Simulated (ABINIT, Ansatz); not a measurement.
# InSe (P-6m2): from the cell to the phonon bands, part 4 of 4

How does InSe (P-6m2) vibrate, and is this structure a minimum?

ABINIT 10.8.3; DFT LDA, scalar-relativistic, plane waves, HGH norm-conserving pseudopotentials.

So far. Step 5 (Linear response at Γ): The acoustic modes at Γ come out as far as 2.8 cm⁻¹ from zero, where they should vanish, a small numerical error; the Born charges miss their sum rule by 0.031 e, which is fair. Step 6 (Modes with the sum rule): The rule moves no optical mode by more than 0.1 cm⁻¹.

## Step 9: Interpolated phonon bands

anaddb transforms the dynamical matrices to force constants and back along the path; points of the mesh come back as solved, but for the sum rule and, in polar crystals, the LO-TO term at Γ; the rest is interpolation.

anaddb.abi

```
ddb_filepath "all_DDB"
output_file "anaddb.abo"
outdata_prefix "anaddb"
ifcflag 1
ngqpt 3 3 1
nqshft 1
q1shft 0.0 0.0 0.0
asr 1
chneut 0
dipdip 0
dipquad 0
quadquad 0
enunit 0
eivec 0
nph1l 43
qph1l 
    0.0 0.0 0.0 1.0
    0.03571429 0.0 0.0 1.0
    0.07142857 0.0 0.0 1.0
    0.10714286 0.0 0.0 1.0
    0.14285714 0.0 0.0 1.0
    0.17857143 0.0 0.0 1.0
    0.21428571 0.0 0.0 1.0
    0.25 0.0 0.0 1.0
    0.28571429 0.0 0.0 1.0
    0.32142857 0.0 0.0 1.0
    0.35714286 0.0 0.0 1.0
    0.39285714 0.0 0.0 1.0
    0.42857143 0.0 0.0 1.0
    0.46428571 0.0 0.0 1.0
    0.5 0.0 0.0 1.0
    0.48809524 0.02380952 0.0 1.0
    0.47619048 0.04761905 0.0 1.0
    0.46428571 0.07142857 0.0 1.0
    0.45238095 0.0952381 0.0 1.0
    0.44047619 0.11904762 0.0 1.0
    0.42857143 0.14285714 0.0 1.0
    0.41666667 0.16666667 0.0 1.0
    0.4047619 0.19047619 0.0 1.0
    0.39285714 0.21428571 0.0 1.0
    0.38095238 0.23809524 0.0 1.0
    0.36904762 0.26190476 0.0 1.0
    0.35714286 0.28571429 0.0 1.0
    0.3452381 0.30952381 0.0 1.0
    0.33333333 0.33333333 0.0 1.0
    0.30952381 0.30952381 0.0 1.0
    0.28571429 0.28571429 0.0 1.0
    0.26190476 0.26190476 0.0 1.0
    0.23809524 0.23809524 0.0 1.0
    0.21428571 0.21428571 0.0 1.0
    0.19047619 0.19047619 0.0 1.0
    0.16666667 0.16666667 0.0 1.0
    0.14285714 0.14285714 0.0 1.0
    0.11904762 0.11904762 0.0 1.0
    0.0952381 0.0952381 0.0 1.0
    0.07142857 0.07142857 0.0 1.0
    0.04761905 0.04761905 0.0 1.0
    0.02380952 0.02380952 0.0 1.0
    0.0 0.0 0.0 1.0
```

mrgddb.in

```
all_DDB
merged
3
dfpt_gammao_DS2_DDB
dfpt_qo_DS1_DDB
dfpt_qo_DS2_DDB
```

The run is started by

```
$ mrgddb < mrgddb.in > mrgddb.log
$ OMP_NUM_THREADS=1 anaddb anaddb.abi > anaddb.log
```

anaddb.abo, the main output file:

```text
[banners, grids, parts of the stress and lines that vanish by symmetry left out]
-outvars_anaddb: echo values of input variables ----------------------

 Flags :
[...]
Dielectric Tensor and Effective Charges
[...]
Effective charge tensors after
[...]
Phonon wavevector (reduced coordinates) :  0.00000  0.00000  0.00000
 Phonon energies in Hartree :
[...]
Phonon frequencies in cm-1    :
-  0.000000E+00  0.000000E+00  0.000000E+00  4.162309E+01  4.162309E+01
-  1.099917E+02  1.747933E+02  1.747933E+02  1.784291E+02  1.784291E+02
-  2.063573E+02  2.367457E+02
[...]
Phonon wavevector (reduced coordinates) :  0.03571  0.00000  0.00000
 Phonon energies in Hartree :
[...]
Phonon frequencies in cm-1    :
- -6.915325E+00  5.772047E+00  1.039359E+01  4.228790E+01  4.430859E+01
-  1.095728E+02  1.748188E+02  1.752372E+02  1.785203E+02  1.793766E+02
-  2.057974E+02  2.364617E+02
[...]
Phonon wavevector (reduced coordinates) :  0.07143  0.00000  0.00000
 Phonon energies in Hartree :
[...]
Phonon frequencies in cm-1    :
- -1.087579E+01  1.149935E+01  2.059604E+01  4.416044E+01  5.074679E+01
-  1.085025E+02  1.748899E+02  1.764592E+02  1.787730E+02  1.820115E+02
-  2.042158E+02  2.356385E+02
[...]
Phonon wavevector (reduced coordinates) :  0.10714  0.00000  0.00000
 Phonon energies in Hartree :
[...]
Phonon frequencies in cm-1    :
- -1.099700E+01  1.713131E+01  3.038674E+01  4.692989E+01  5.876377E+01
-  1.072452E+02  1.749920E+02  1.781246E+02  1.791296E+02  1.858103E+02
-  2.019297E+02  2.343651E+02
[...]
Phonon wavevector (reduced coordinates) :  0.14286  0.00000  0.00000
 Phonon energies in Hartree :
[...]
Phonon frequencies in cm-1    :
- -4.483411E+00  2.260804E+01  3.948790E+01  5.021206E+01  6.717192E+01
-  1.063654E+02  1.751051E+02  1.795087E+02  1.796499E+02  1.901220E+02
-  1.995436E+02  2.327979E+02
[...]
Phonon wavevector (reduced coordinates) :  0.17857  0.00000  0.00000
 Phonon energies in Hartree :
[...]
Phonon frequencies in cm-1    :
-  1.374746E+01  2.786069E+01  4.755279E+01  5.364551E+01  7.527061E+01
-  1.064058E+02  1.752076E+02  1.798223E+02  1.802544E+02  1.942926E+02
-  1.979453E+02  2.311713E+02
[...]
Phonon wavevector (reduced coordinates) :  0.21429  0.00000  0.00000
 Phonon energies in Hartree :
[...]
Phonon frequencies in cm-1    :
-  2.222243E+01  3.281477E+01  5.420933E+01  5.693971E+01  8.252104E+01
-  1.078050E+02  1.752824E+02  1.795330E+02  1.799946E+02  1.977148E+02
-  1.977637E+02  2.297958E+02
[...]
Phonon wavevector (reduced coordinates) :  0.25000  0.00000  0.00000
 Phonon energies in Hartree :
[...]
Phonon frequencies in cm-1    :
[...]
-  1.998942E+02  2.289933E+02
  Phonon wavevector (reduced coordinates) :  0.28571  0.00000  0.00000
 Phonon energies in Hartree :
[...]
Phonon frequencies in cm-1    :
[...]
-  2.006115E+02  2.289236E+02
  Phonon wavevector (reduced coordinates) :  0.32143  0.00000  0.00000
 Phonon energies in Hartree :
[...]
Phonon frequencies in cm-1    :
[...]
-  2.005845E+02  2.294397E+02
  Phonon wavevector (reduced coordinates) :  0.35714  0.00000  0.00000
 Phonon energies in Hartree :
[...]
Phonon frequencies in cm-1    :
[...]
-  2.007682E+02  2.302068E+02
  Phonon wavevector (reduced coordinates) :  0.39286  0.00000  0.00000
 Phonon energies in Hartree :
[...]
Phonon frequencies in cm-1    :
[...]
-  2.001941E+02  2.309362E+02
  Phonon wavevector (reduced coordinates) :  0.42857  0.00000  0.00000
 Phonon energies in Hartree :
[...]
Phonon frequencies in cm-1    :
[...]
-  1.988717E+02  2.314798E+02
  Phonon wavevector (reduced coordinates) :  0.46429  0.00000  0.00000
 Phonon energies in Hartree :
[...]
Phonon frequencies in cm-1    :
[...]
-  1.970359E+02  2.317987E+02
[...]
Phonon wavevector (reduced coordinates) :  0.16667  0.16667  0.00000
 Phonon energies in Hartree :
[...]
Phonon frequencies in cm-1    :
-  3.446680E+01  4.826644E+01  5.856072E+01  6.870573E+01  9.050618E+01
-  1.130411E+02  1.760328E+02  1.791264E+02  1.828047E+02  1.972623E+02
-  2.002094E+02  2.275859E+02
[...]
Phonon wavevector (reduced coordinates) :  0.14286  0.14286  0.00000
 Phonon energies in Hartree :
[...]
Phonon frequencies in cm-1    :
-  2.755587E+01  4.145970E+01  5.599002E+01  6.355115E+01  8.616295E+01
-  1.092727E+02  1.756747E+02  1.796390E+02  1.818010E+02  1.969616E+02
-  1.993123E+02  2.283994E+02
[...]
Phonon wavevector (reduced coordinates) :  0.11905  0.11905  0.00000
 Phonon energies in Hartree :
[...]
Phonon frequencies in cm-1    :
-  1.929679E+01  3.442944E+01  5.106281E+01  5.837750E+01  7.977924E+01
-  1.068542E+02  1.754642E+02  1.804598E+02  1.809193E+02  1.966284E+02
-  1.969189E+02  2.298486E+02
[...]
Phonon wavevector (reduced coordinates) :  0.09524  0.09524  0.00000
 Phonon energies in Hartree :
[...]
Phonon frequencies in cm-1    :
[...]
-  1.981752E+02  2.317238E+02
[...]
Phonon wavevector (reduced coordinates) :  0.07143  0.07143  0.00000
 Phonon energies in Hartree :
[...]
Phonon frequencies in cm-1    :
[...]
-  2.007479E+02  2.336524E+02
[...]
Phonon wavevector (reduced coordinates) :  0.04762  0.04762  0.00000
 Phonon energies in Hartree :
[...]
Phonon frequencies in cm-1    :
[...]
-  2.035591E+02  2.352859E+02
[...]
Phonon wavevector (reduced coordinates) :  0.02381  0.02381  0.00000
 Phonon energies in Hartree :
[...]
Phonon frequencies in cm-1    :
[...]
-  2.056143E+02  2.363680E+02
[...]
Phonon wavevector (reduced coordinates) :  0.00000  0.00000  0.00000
 Phonon energies in Hartree :
[...]
Phonon frequencies in cm-1    :
-  0.000000E+00  0.000000E+00  0.000000E+00  4.162309E+01  4.162309E+01
-  1.099917E+02  1.747933E+02  1.747933E+02  1.784291E+02  1.784291E+02
-  2.063573E+02  2.367457E+02
[...]
Symmetry characters of vibration mode #  12
  1.0  1.0  1.0  1.0  1.0  1.0  1.0  1.0  1.0  1.0  1.0  1.0
-
```

The job ended after 0.51 s (1 thread of Arm Neoverse V2, shared host).

Numbers from this step:

```
lowest frequency on the path : -11.40 cm⁻¹
```

Anaddb. Phonon branches along the path, in cm⁻¹:

```csv
point,branch 1,branch 2,branch 3,branch 4,branch 9,branch 10,branch 11,branch 12
Γ,0,0,0,42,178,178,206,237
halfway,30,37,59,60,180,199,200,229
M,52,54,66,68,190,194,196,232
halfway,49,54,72,83,188,191,191,229
K,50,51,82,96,187,190,194,225
halfway,34,48,59,69,183,197,200,228
Γ,0,0,0,42,178,178,206,237
```

The path dips to 11i cm⁻¹ between the solved wavevectors, whose modes are all real, so the dip may come from the interpolation.

## Step 10: Sums over the zone

Sums over the zone need many more wavevectors than were solved, so the interpolation is sampled on a dense mesh.

anaddb.abi

```
ddb_filepath "all_DDB"
output_file "anaddb.abo"
outdata_prefix "anaddb"
ifcflag 1
ngqpt 3 3 1
nqshft 1
q1shft 0.0 0.0 0.0
asr 1
chneut 0
dipdip 0
dipquad 0
quadquad 0
prtdos 1
dossmear 1.8d-05
ng2qpt 13 13 1
dosdeltae 4.5563e-06
ntemper 11
temperinc 100.0
tempermin 0.0
```

The run is started by

```
$ OMP_NUM_THREADS=1 anaddb anaddb.abi > anaddb.log
```

anaddb.abo, the main output file:

```text
-outvars_anaddb: echo values of input variables ----------------------

 Flags :
     ifcflag         1
 Miscellaneous information :
         asr         1
      chneut         0
 Interatomic Force Constants Inputs :
      dipdip         0
     dipquad         0
    quadquad         0
      ifcana         0
      ifcout         0
 Description of grid 1 :
        brav         1
       ngqpt         3         3         1
      nqshft         1
      q1shft
                     0.00000000E+00  0.00000000E+00  0.00000000E+00
 Phonon DOS information :
   dosdeltae  4.55630000E-06
    dossmear  1.80000000E-05
 Description of grid 2 (Fourier interp. or BZ sampling):
      ng2qpt        13        13         1
      ngrids         4
      q2shft         0.00000000E+00  0.00000000E+00  0.00000000E+00

================================================================================

 read the DDB information and perform some checks

  ==== Info on the Cryst% object ====
 Real(R)+Recip(G) space primitive vectors, cartesian coordinates (Bohr,Bohr^-1):
 R(1)=  7.3753929  0.0000000  0.0000000  G(1)=  0.1355860  0.0782806  0.0000000
 R(2)= -3.6876965  6.3872777  0.0000000  G(2)=  0.0000000  0.1565612  0.0000000
 R(3)=  0.0000000  0.0000000 34.2040429  G(3)=  0.0000000  0.0000000  0.0292363
 Unit cell volume ucvol=  1.6113074E+03 bohr^3
 Angles (23,13,12)=  9.00000000E+01  9.00000000E+01  1.20000000E+02 degrees
 Time-reversal symmetry is present
 Reduced atomic positions [iatom, xred, symbol]:
    1)    0.3333333  0.6666667  0.5735801  In
    2)    0.3333333  0.6666667  0.4264199  In
    3)    0.6666667  0.3333333  0.6421753  Se
    4)    0.6666667  0.3333333  0.3578247  Se

 DDB file with 3 blocks has been read.

================================================================================

 Dielectric Tensor and Effective Charges

 anaddb : Zero the imaginary part of the Dynamical Matrix at Gamma,
   and impose the ASR on the effective charges

 Effective charge tensors after
 imposition of the charge neutrality (if requested by user),
 and eventual restriction to some part :
   atom    displacement
         1         1    2.242105E+00    0.000000E+00    0.000000E+00
         1         2    1.017907E-17    2.242105E+00    0.000000E+00
         1         3    0.000000E+00    0.000000E+00    2.841502E-01
         2         1    2.242105E+00    0.000000E+00    0.000000E+00
         2         2    1.017907E-17    2.242105E+00    0.000000E+00
         2         3    0.000000E+00    0.000000E+00    2.841502E-01
         3         1   -2.257491E+00    0.000000E+00    0.000000E+00
         3         2    3.958682E-16   -2.257491E+00    0.000000E+00
         3         3    0.000000E+00    0.000000E+00   -2.840076E-01
         4         1   -2.257491E+00    0.000000E+00    0.000000E+00
         4         2   -1.603490E-16   -2.257491E+00    0.000000E+00
         4         3    0.000000E+00    0.000000E+00   -2.840076E-01
 Now, the imaginary part of the dynamical matrix is zeroed

================================================================================

 Calculation of the interatomic forces

       Homogeneous q point set in the B.Z.
 Grid q points  :        9
  1)   0.00000000E+00  0.00000000E+00  0.00000000E+00
  2)   3.33333333E-01  0.00000000E+00  0.00000000E+00
  3)  -3.33333333E-01  0.00000000E+00  0.00000000E+00
  4)   0.00000000E+00  3.33333333E-01  0.00000000E+00
  5)   3.33333333E-01  3.33333333E-01  0.00000000E+00
  6)  -3.33333333E-01  3.33333333E-01  0.00000000E+00
  7)   0.00000000E+00 -3.33333333E-01  0.00000000E+00
  8)   3.33333333E-01 -3.33333333E-01  0.00000000E+00
  9)  -3.33333333E-01 -3.33333333E-01  0.00000000E+00

 The interatomic forces have been obtained

================================================================================

 Calculation of phonon density of states

 Average speed of sound partial sums:     0.7363748392E-03 (at units)
-                                   =           1.6110 [km/s]

 Debye frequency from partial sums:     0.2448253918E-03 (Ha)
-                                 =     0.1610873694E+01 (THz)
-Debye temperature from partial sums:     0.7730974416E+02 (K)

 Average speed of sound:     0.1594141541E-03 (at units)
-                      =           0.3487 [km/s]

 Debye frequency from DOS:     0.5300104059E-04 (Ha)
-                        =     0.3487300945E+00 (THz)
-Debye temperature from DOS:     0.1673640491E+02 (K)

-
```

Run time: 0.52 s. Hardware: 1 thread.

Read from the output:

- share of modes beyond 3i cm⁻¹ on the dense interpolated mesh: 0.0061

The phonon density of states has structure finer than the step of the table below, so its rows give means over 10 cm⁻¹, whole bins alone (the curve runs from -30 to 267 cm⁻¹). Peaks (cm⁻¹: height): 51.0: 0.123, 96.0: 0.0742, 180.0: 0.221, 196.0: 0.151, 229.0: 0.0887.

Gaussian, 4 cm-1. Table of phonon density of states by wavenumber; means over each step:

```csv
wavenumber (cm⁻¹),phonon density of states (1/cm⁻¹/cell)
-20,7.4e-4
-10,0.00558
0,0.00398
10,0.00615
20,0.0157
30,0.0221
40,0.0488
50,0.110
60,0.0801
70,0.0730
80,0.0399
90,0.0486
100,0.0507
110,0.0259
120,0.0238
130,0.0342
140,0.0104
150,2.3e-4
160,2.9e-4
170,0.0506
180,0.196
190,0.134
200,0.110
210,0.00861
220,0.0170
230,0.0722
240,0.0107
250,5.4e-5
260,0
```

## Step 11: Outcome

```json
{
  "space group after relaxation": "P-6m2",
  "area per atom": "3.30 Å²",
  "highest optical zone-centre mode (no LO-TO term)": "236.8 cm⁻¹",
  "lowest optical zone-centre mode": "41.6 cm⁻¹",
  "q mesh": "3×3×1",
  "lowest mode on the q mesh (acoustic ones at the zone centre apart)": "41.6 cm⁻¹",
  "imaginary modes on the q mesh": "none"
}
```

**Reading.** InSe (P-6m2) is dynamically stable on the 3×3×1 mesh; its spectrum reaches 237 cm⁻¹. At the LDA level the optical modes of InSe (P-6m2) at the zone centre run from 42 to 237 cm⁻¹. Along axes with an odd number of divisions the mesh misses the zone-boundary points at one half, where instabilities often lie; those are only interpolated. These are harmonic frequencies at zero temperature: anharmonic shifts and linewidths and thermal expansion are left out. The sheet is repeated along c with vacuum between and no cut of the Coulomb interaction; dielectric tensors refer to the cell with its vacuum, no LO-TO term enters the bands, and the bending branch near Γ is rough. The HGH files keep few electrons and have no core correction, which is cheap but rough for In. A run in a second program is left out, since it treats the direction across the vacuum otherwise. The sheet was typed on a prototype.

[Host names and launcher messages were left out of these logs when they were recorded.]

[Logs are printed without paths, hosts, clocks, repeated set-up lines and the standing remarks that a program may print on its own settings, such as how far it seeks lower states.]

[Hosts, paths, dates, database ids (printed as entryN), source tags and the programs' standing remarks are cut or masked in the printed files.]
